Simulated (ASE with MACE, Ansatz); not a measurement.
# Generalised stacking fault on (110) of Ta: energy against slip along the slip direction

How much energy does it take to slide one half of the crystal over the other along this direction, and where is the resistance greatest?

Calculated with Ansatz 0.2.0: Kohn-Sham DFT, PBE, PAW (set soft_2), plane waves; cutoff 420 eV, k-mesh 10×10×1, fermi-dirac smearing of 0.1 eV. At each slip the atoms were relaxed along the normal alone with PBE, from a start eased by a machine-learned potential, then solved with PBE, r2SCAN and PBEsol. Cutoffs: 420 eV for PBE and PBEsol; 500 eV for r2SCAN.

**The cell**

The cell holds 12 atoms: 12 Ta. Cell: a = 2.875 Å, b = 2.875 Å, c = 28.171 Å, α = 90.0°, β = 90.0°, γ = 109.5°. It derives from Ta. The starting structure: 48 atoms of Ta, stacked on (1 1 0); one fault a cell: the periodic image above is shifted rigidly by 0.000 Å along the in-plane vector of length 2.875 Å (1/2<111>); atoms relaxed along the normal alone with the MACE-MP-0b2 potential. Lattice constants are starting values near those of PBE. Folded to one surface cell (a quarter of the atoms). This is the unshifted member, which holds no fault.

The input of the single point at a slip of 0.719 Å:

```yaml
crystal:
  lattice:
    - [2.8752, 0.0, 0.0]
    - [-0.9584, 2.71077, 0.0]
    - [0.7188, 0.0, 28.17113]
  atoms:
    - { symbol: Ta, position: [0.95524, 0.0, 0.17904] }
    - { symbol: Ta, position: [0.43455, 0.5, 0.2618] }
    - { symbol: Ta, position: [0.91384, 0.0, 0.34463] }
    - { symbol: Ta, position: [0.39302, 0.5, 0.42793] }
    [... 6 atom lines left out ...]
    - { symbol: Ta, position: [0.74754, 0.0, 0.00985] }
    - { symbol: Ta, position: [0.22685, 0.5, 0.0926] }
kpoints:
  mp_grid: { grid: [10, 10, 1] }
hamiltonian:
  xc: pbe
scf:
  occupations: { method: fermi_dirac, width: 0.1 }
output:
  forces: true
  stress: true
  populations: true
  dos:
    method: { smearing: { sigma: 0.08 } }
    de: 0.1
    projected: { site_lists: { Ta: [Ta] } }
  eigenvalues: true
  write_density: true
  write_potential: true
  volumetric_format: npy
```

**Fault energy**

Free energy less that of the unshifted cell, over the area of 7.79 Å², in mJ/m²:

```
slip (Å)  share of the vector  PBE  r2SCAN  PBEsol  gain on relaxing in DFT, from the eased start (mJ/m²)
   0.000                0.000    0       0       0                                                      0
   0.240                0.083   82      87      80                                                      1
   0.479                0.167  259     266     250                                                      5
   0.719                0.250  449     458     431                                                      5
   0.958                0.333  606     623     579                                                      7
   1.198                0.417  697     723     663                                                      7
   1.438                0.500  720     749     685                                                     14
```

Worked for the highest row at PBE: (-119186.9014) − (-119187.2519) = 0.3505 eV; over 7.79 Å², times 16022, gives 720 mJ/m².

**Findings**

With PBE the highest energy among the slips run is 720 mJ/m², at 1.44 Å. The steepest rise among the rows up to the first local maximum that they show, between 0.48 and 0.72 Å, is 7.9 GPa, the slope of a chord between sampled slips; the true steepest slope can be larger. At the highest row the other levels give 749 (r2SCAN) and 685 (PBEsol) mJ/m².

Limits: The cell's length along the normal is held and atoms can't move in the plane, so the energies are upper bounds on a freely relaxed path. The cell tilts with the slip and its k-mesh tilts with it, which can add an error that grows with the slip. Faults repeat every 28 Å along the normal. The lattice constant is the typed one for every functional. These are free energies under a smearing of 0.1 eV, whose entropy term isn't removed. Spin–orbit coupling is left out, which matters for the levels of the heavy elements. In some runs the program notes that positions were snapped to a detected symmetry.

[Logs are printed without paths, hosts, clocks, repeated set-up lines and the standing remarks that a program may print on its own settings, such as how far it seeks lower states.]

[Hosts, paths, dates, database ids (printed as entryN), source tags and the programs' standing remarks are cut or masked in the printed files.]
